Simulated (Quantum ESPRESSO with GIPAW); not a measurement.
# Solid-state NMR of CuI (Marshite) by GIPAW

Aim: the magnetic shielding of every site in CuI (Marshite).

Program: Quantum ESPRESSO with GIPAW 8.0dev (patched build). Level of theory: DFT, PBE, plane-wave PAW (pslibrary 1.0.0 recipes), scalar-relativistic, GIPAW; a patched development version of the program. Results are calculated unless marked as measured.

## Step 1: Set-up

Symmetry: F-43m, No. 216, cubic system. The conventional cell has a = 6.063 Å, b = 6.063 Å, c = 6.063 Å, α = 90.00°, β = 90.00°, γ = 90.00°. Nearest to I lie 4 Cu at 2.63 Å. Nearest to Cu lie 4 I at 2.63 Å. Farther neighbours and most contacts between anions are not listed.

The cell is an entry of the Crystallography Open Database; it need not be the form that is stable at ambient conditions.

A relaxation of the atoms beforehand (Quantum ESPRESSO with GIPAW) moved none by more than 0.003 Å.

## Step 2: Self-consistent run

GIPAW is a response on top of the ground state, so the wavefunctions come first. Their errors pass straight into the induced current, hence the tight threshold. No empty states are asked for: the response is solved without them. The mesh has a spacing of 0.15 Å⁻¹ at most. The PAW files were made with ld1.x from the pslibrary 1.0.0 recipes, with GIPAW reconstruction switched on.

Contents of scf.in:

```
&control
  calculation = 'scf'
  prefix = 'x'
  outdir = './tmp/'
  pseudo_dir = './'
/
&system
  ibrav = 0
  nat = 2
  ntyp = 2
  ecutwfc = 55
  ecutrho = 330
  nbnd = 9
/
&electrons
  conv_thr = 1.0d-10
  mixing_beta = 0.7
  electron_maxstep = 100
/
ATOMIC_SPECIES
  I 126.904 I.pbe-n-kjpaw_psl.1.0.0-gipaw.UPF
  Cu 63.546 Cu.pbe-dn-kjpaw_psl.1.0.0-gipaw.UPF
CELL_PARAMETERS angstrom
  0.00000000 3.03150000 3.03150000
  3.03150000 0.00000000 3.03150000
  3.03150000 3.03150000 0.00000000
ATOMIC_POSITIONS crystal
  I 0.00000000 0.00000000 0.00000000
  Cu 0.75000000 0.75000000 0.75000000
K_POINTS automatic
  12 12 12 0 0 0
```

Started as:

```console
> mpirun -np 4 pw.x -nk 4 -in scf.in > scf.out
```

Log:

```text
[...]
as large as its charge; the limit is 4.5
     Functions over the limit replaced by smooth ones with the moment of the charge, as mend_augmentation asks: 1
     This moves results (see INPUT_PW). Waves and levels in the save fit builds from 8.0dev_s219 on
     using ibrav=0 with symmetry is DISCOURAGED, use correct ibrav instead

     bravais-lattice index     =            0
     lattice parameter (alat)  =       8.1016  a.u.
     unit-cell volume          =     376.0099 (a.u.)^3
     number of atoms/cell      =            2
     number of atomic types    =            2
     number of electrons       =        18.00
     number of Kohn-Sham states=            9
     kinetic-energy cutoff     =      55.0000  Ry
     charge density cutoff     =     330.0000  Ry
     scf convergence threshold =      1.0E-10
     mixing beta               =       0.7000
     number of iterations used =            8  plain     mixing
     Exchange-correlation= SLA-PW-PBX-PBC
                           (   1   4   3   4   0   0   0)
[...]
I                 7.00   126.90400     I ( 1.00)
     Cu               11.00    63.54600     Cu( 1.00)

     24 Sym. Ops. (no inversion) found
[...]
number of k points=    72
[...]
Dense  grid:    38157 G-vectors     FFT dimensions: (  48,  48,  48)

     Smooth grid:    20827 G-vectors     FFT dimensions: (  40,  40,  40)

     Initial potential from superposition of free atoms

     starting charge      17.9997, renormalised to      18.0000
     Starting wfcs are   13 randomized atomic wfcs

     Self-consistent Calculation

     iteration #  1     ecut=    55.00 Ry     beta= 0.70
     Davidson diagonalization with overlap
     ethr =  1.00E-02,  avg # of iterations =  1.0

     Threshold (ethr) on eigenvalues was too large:
     Diagonalizing with lowered threshold

     Davidson diagonalization with overlap
     ethr =  3.04E-04,  avg # of iterations =  3.2

     total energy              =    -591.99585513 Ry
     estimated scf accuracy    <       0.03653412 Ry

     iteration #  2     ecut=    55.00 Ry     beta= 0.70
     Davidson diagonalization with overlap
     ethr =  2.03E-04,  avg # of iterations =  4.8

     total energy              =    -591.98236252 Ry
     estimated scf accuracy    <       0.24006399 Ry

     iteration #  3     ecut=    55.00 Ry     beta= 0.70
[...]
total energy              =    -592.01807867 Ry
     estimated scf accuracy    <       0.00075342 Ry

[...]
total energy              =    -592.01928493 Ry
[...]
iteration # 12     ecut=    55.00 Ry     beta= 0.70
     Davidson diagonalization with overlap
     ethr =  8.79E-13,  avg # of iterations =  3.3

     total energy              =    -592.01928493 Ry
     estimated scf accuracy    <          1.3E-09 Ry

     iteration # 13     ecut=    55.00 Ry     beta= 0.70
     Davidson diagonalization with overlap
     ethr =  8.79E-13,  avg # of iterations =  3.3

     End of self-consistent calculation
     [one-electron energies left out]

!    total energy              =    -592.01928493 Ry
     total all-electron energy =    -17542.896413 Ry
     estimated scf accuracy    <          5.3E-11 Ry

     The total energy is the sum of the following terms:
     one-electron contribution =     -68.83029368 Ry
     hartree contribution      =      52.35645246 Ry
     xc contribution           =     -60.46512679 Ry
     ewald contribution        =     -78.80705429 Ry
     one-center paw contrib.   =    -436.27326264 Ry

     convergence has been achieved in  13 iterations
[...]
JOB DONE.
```

Run time: 32 s. Hardware: 4 MPI ranks of Arm Neoverse N1, shared host; peak memory 0.46 GiB.

It converged in 13 cycles to an estimated accuracy of 5e-11 Ry, on 72 irreducible k-points.

## Step 3: Magnetic response

A uniform field breaks periodicity, so gipaw.x applies it as a wave of small q and takes the limit. It solves for the first-order states, builds the induced current and gets the field at each nucleus by Biot–Savart; the PAW spheres add what the smooth waves miss near the nuclei. pawproj makes the reconstruction use the PAW data sets' own projectors.

Contents of nmr.in:

```
&inputgipaw
  job = 'nmr'
  prefix = 'x'
  tmp_dir = './tmp/'
  restart_mode = 'from_scratch'
  verbosity = 'low'
  q_gipaw = 0.01
  spline_ps = .true.
  conv_threshold = 1.0d-11
  use_nmr_macroscopic_shape = .false.
  pawproj(1) = .true.
  pawproj(2) = .true.
/
```

Started as:

```console
> mpirun -np 4 gipaw.x -in nmr.in > nmr.out
```

Log:

```text
[banner, memory and clock lines left out]
[a note of our patched build left out]

     Parallelizing q-star over 1 images

     IMPORTANT: XC functional enforced from input :
     Exchange-correlation= PBE
                           (   1   4   3   4   0   0   0)
     Any further DFT definition will be discarded
     Please, verify this is what you really want

     In I.pbe-n-kjpaw_psl.1.0.0-gipaw.UPF the largest augmentation function (projectors 1 and 4, L = 1) is 6.9 times
     as large as its charge; the limit is 4.5
     Functions over the limit replaced by smooth ones with the moment of the charge, as in the saved run: 1

[...]
alpha_pv=     28.1157 eV

     spline_ps is .false., expect some extrapolation errors

     q-space interpolation up to    66.00 Rydberg

     GIPAW job: nmr
     NMR macroscopic correction: no
[...]
Computing the magnetic susceptibility     isolve=0    ethr=  0.1000E-10
     Starting from scratch
     k-point #    1 of    72      pool #  1    cpu time:       1.3
[...]
End of magnetic susceptibility calculation

     f-sum rule (1st term):
           -12.6947          0.0000         -0.0000
            -0.0000        -12.6947         -0.0000
            -0.0000          0.0000        -12.6947

     f-sum rule (2nd term):
            -0.0176         -0.0000         -0.0000
            -0.0000         -0.0176         -0.0000
            -0.0000         -0.0000         -0.0176

     f-sum rule (should be   -12.7113):
           -12.7123          0.0000         -0.0000
            -0.0000        -12.7123         -0.0000
            -0.0000          0.0000        -12.7123

[... susceptibilities left out ...]
     Contributions to the NMR chemical shifts: -------------------------------

     Macroscopic shape contribution in ppm:                    0.00
             0.0000          0.0000          0.0000
             0.0000          0.0000          0.0000
             0.0000          0.0000          0.0000

     Core contribution in ppm:

     Atom  1  I   pos: (  0.000000  0.000000  0.000000)  core sigma:        5697.05
     Atom  2  Cu  pos: (  1.060660  1.060660  1.060660)  core sigma:        2188.73

     Bare contribution in ppm:

     Atom  1  I   pos: (  0.000000  0.000000  0.000000)  bare sigma:          43.61
[...]
Atom  2  Cu  pos: (  1.060660  1.060660  1.060660)  bare sigma:           3.33
[...]
Diamagnetic contribution in ppm:

     Atom  1  I   pos: (  0.000000  0.000000  0.000000)  dia sigma:          -1.72
[...]
Atom  2  Cu  pos: (  1.060660  1.060660  1.060660)  dia sigma:         188.75
[...]
Paramagnetic contribution in ppm:

     Atom  1  I   pos: (  0.000000  0.000000  0.000000)  para sigma:       -2182.83
[...]
Atom  2  Cu  pos: (  1.060660  1.060660  1.060660)  para sigma:         590.91
[...]
Paramagnetic US occ-occ contribution in ppm:

     Atom  1  I   pos: (  0.000000  0.000000  0.000000)  para_oo sigma:           4.11
[...]
Atom  2  Cu  pos: (  1.060660  1.060660  1.060660)  para_oo sigma:           0.59
[...]
Paramagnetic US L_R Q_R contribution in ppm:

     Atom  1  I   pos: (  0.000000  0.000000  0.000000)  para_lq sigma:         900.66
[...]
Atom  2  Cu  pos: (  1.060660  1.060660  1.060660)  para_lq sigma:       -2583.24
[...]
Total NMR chemical shifts in ppm: ---------------------------------------
     (adopting the Simpson convention for anisotropy and asymmetry)-----------

     Atom  1  I   pos: (  0.000000  0.000000  0.000000)  Total sigma:        4460.89
          4460.8948         -0.0000          0.0000
            -0.0000       4460.8948         -0.0000
             0.0000         -0.0000       4460.8948

     I       1    anisotropy:      0.00    eta:    0.0000
[...]
Atom  2  Cu  pos: (  1.060660  1.060660  1.060660)  Total sigma:         389.06
           389.0632         -0.0000         -0.0000
            -0.0000        389.0632         -0.0000
             0.0000         -0.0000        389.0632

     Cu      2    anisotropy:      0.00    eta:    0.0000
[...]
```

Run time: 5.4 min. Hardware: 4 MPI ranks; peak memory 0.3 GiB.

The f-sum rule is met to 0.0010 of 12.7 (0.008 %). Converged shieldings require that this miss be small, but a small miss does not prove them. This build smooths some augmentation functions of the files as it reads them, which, it says, moves results; by how much was not measured here.

From the symmetric part of each tensor, with principal values σ11 ≤ σ22 ≤ σ33: σ_iso is their mean, the span is σ33 − σ11 and the skew 3(σ_iso − σ22)/span. (gipaw.x prints an anisotropy in another convention.)

```
site  atom no.  atoms in cell  σ_iso (ppm)  span (ppm)  skew
   I         1              1         4461           0     -
  Cu         2              1          389           0     -
```

The macroscopic shape term is switched off. For a spherical sample the valence susceptibility of this run would add about 10 ppm to every site, a rough estimate, since the susceptibility converges slowly and lacks part of the PAW terms. Differences within the crystal don't depend on it, but shieldings of different compounds can't be compared to better than a few ppm without it.

I and Cu sit on cubic site symmetry, where the tensor must be isotropic.

## Step 4: Sites, surroundings and shifts

Covalently bonded atoms count as neighbours within 1.18 times the sum of their radii. Otherwise a cation's neighbours lie within 1.2 times its shortest bond (1.3 for large cations, each anion's radius taken off where they differ), and an anion's are the cations that count it.

```
site  atom no.  atoms in cell  surroundings  bonds (Å)  σ_iso (ppm)
   I         1              1  bound to Cu4      2.625         4461
  Cu         2              1          CuI4      2.625          389
```

## Step 5: Cost against result

Each row names what was changed: another mesh tests the sampling of the zone; another functional shows how far the paramagnetic term hangs on the exchange-correlation form; another cutoff tests the basis.

Changes of σ_iso (ppm) against the run above (PBE, cutoffs 55 and 330 Ry, mesh 12×12×12, 24 min). Times are CPU times of pw.x and gipaw.x together, on 4 MPI ranks of Arm Neoverse N1, shared host; on a shared host they are rough.

```
                                      run  CPU time  f-sum miss       I     Cu
                            mesh 16×16×16    49 min      1.0e-4   +20.3   -3.5
                                      LDA    23 min      0.0017  -177.0  -13.2
cutoffs 40 and 240 Ry (coarse on purpose)    19 min      0.0016    -1.7   -8.7
           mesh 8×8×8 (coarse on purpose)    10 min       0.014  -197.2  +25.2
                                 Wu-Cohen    26 min      0.0014   -92.3  -27.7
```

The largest move is -197.2 ppm, on I, from mesh 8×8×8.

## Step 6: A run with a fault

One more run, with a slip of the kind that is easily made.

scf.in, as its differences from that of step 2:

```diff
@@ -30,2 +30,2 @@
 K_POINTS automatic
-  12 12 12 0 0 0
+  1 1 1 0 0 0
```

Started as:

```console
> mpirun -np 4 pw.x -in scf.in > scf.out
```

This SCF reached its threshold; then the response:

nmr.in is that of step 3.

Started as:

```console
> mpirun -np 4 gipaw.x -in nmr.in > nmr.out
```

Log:

```text
[banner, memory and clock lines left out]
[a note of our patched build left out]

     Parallelizing q-star over 1 images

     IMPORTANT: XC functional enforced from input :
     Exchange-correlation= PBE
                           (   1   4   3   4   0   0   0)
     Any further DFT definition will be discarded
     Please, verify this is what you really want

     In I.pbe-n-kjpaw_psl.1.0.0-gipaw.UPF the largest augmentation function (projectors 1 and 4, L = 1) is 6.9 times
     as large as its charge; the limit is 4.5
     Functions over the limit replaced by smooth ones with the moment of the charge, as in the saved run: 1

[...]
alpha_pv=     27.1333 eV

     spline_ps is .false., expect some extrapolation errors

     q-space interpolation up to    66.00 Rydberg

     GIPAW job: nmr
     NMR macroscopic correction: no
[...]
Computing the magnetic susceptibility     isolve=0    ethr=  0.1000E-10
     Starting from scratch
     k-point #    1 of     1      pool #  1    cpu time:       1.3

     End of magnetic susceptibility calculation

[...]
Paramagnetic contribution in ppm:

     Atom  1  I   pos: (  0.000000  0.000000  0.000000)  para sigma:     -550712.12
[...]
Atom  2  Cu  pos: (  1.060660  1.060660  1.060660)  para sigma:       84194.42
[...]
Paramagnetic US occ-occ contribution in ppm:

     Atom  1  I   pos: (  0.000000  0.000000  0.000000)  para_oo sigma:         210.07
[...]
Atom  2  Cu  pos: (  1.060660  1.060660  1.060660)  para_oo sigma:        -248.15
[...]
Paramagnetic US L_R Q_R contribution in ppm:

     Atom  1  I   pos: (  0.000000  0.000000  0.000000)  para_lq sigma:         609.43
[...]
Atom  2  Cu  pos: (  1.060660  1.060660  1.060660)  para_lq sigma:       -2111.57
[...]
Total NMR chemical shifts in ppm: ---------------------------------------
     (adopting the Simpson convention for anisotropy and asymmetry)-----------

     Atom  1  I   pos: (  0.000000  0.000000  0.000000)  Total sigma:     -550580.65
[...]
I       1    anisotropy:      0.00    eta:    0.0000
[...]
Atom  2  Cu  pos: (  1.060660  1.060660  1.060660)  Total sigma:       87056.27
[...]
Cu      2    anisotropy:     -0.00    eta:    0.0000
[...]
```

Elapsed: 6.9 s, on 4 MPI ranks; peak memory 0.3 GiB.

The run ends without an error, but the fault (Gamma alone for a small cell) moves σ_iso of I by -555041.9 ppm (both without the shape term); the f-sum rule is missed by 26 electrons. Its numbers are not to be used. The induced current is an integral over the zone, which one k-point of a small cell samples far too coarsely.

## Step 7: Outcome

| Item | Value |
| --- | --- |
| 127I shielding without shape term | 4461 ppm |
| 63Cu shielding without shape term | 389 ppm |

In words: 127I has one site (bound to Cu4), with isotropic shielding 4461 ppm (shape term left out). A shift needs a reference, δ = σ_ref − σ, fixed on measured compounds; for 127I of this kind at this level too few were at hand, or they scattered too widely about a line, so none is given. Going to mesh 16×16×16 changes no isotropic shielding by more than 20.3 ppm, a first measure of the error left in that respect. A higher cutoff was not carried through on these files. The cheaper run with cutoffs 40 and 240 Ry takes about 80 % of the time and is off by 1.7 ppm on I, and by 8.8 ppm at most. The largest change with the functional is 177.0 ppm in absolute shielding; part of that drops out once each functional has its own reference line. Spin-orbit coupling is missing, which matters for I. The scalar-relativistic files are used with non-relativistic response operators, which weighs most on the heavy atoms' own shieldings. This build of gipaw.x prints that it is not audited and that its numbers are no references by themselves. It also reports spline_ps as false although the input sets it; why was not traced.

[Banner, clock, file and message-heading lines were taken out of the pw.x and gipaw.x logs.]

[Logs are printed without paths, hosts, clocks, repeated set-up lines and the standing remarks that a program may print on its own settings, such as how far it seeks lower states.]

[Hosts, paths, dates, database ids (printed as entryN), source tags and the programs' standing remarks are cut or masked in the printed files.]

[Where no reference line passes its bar on scatter, no shift is given, so a measured shift of this compound may stand uncompared.]
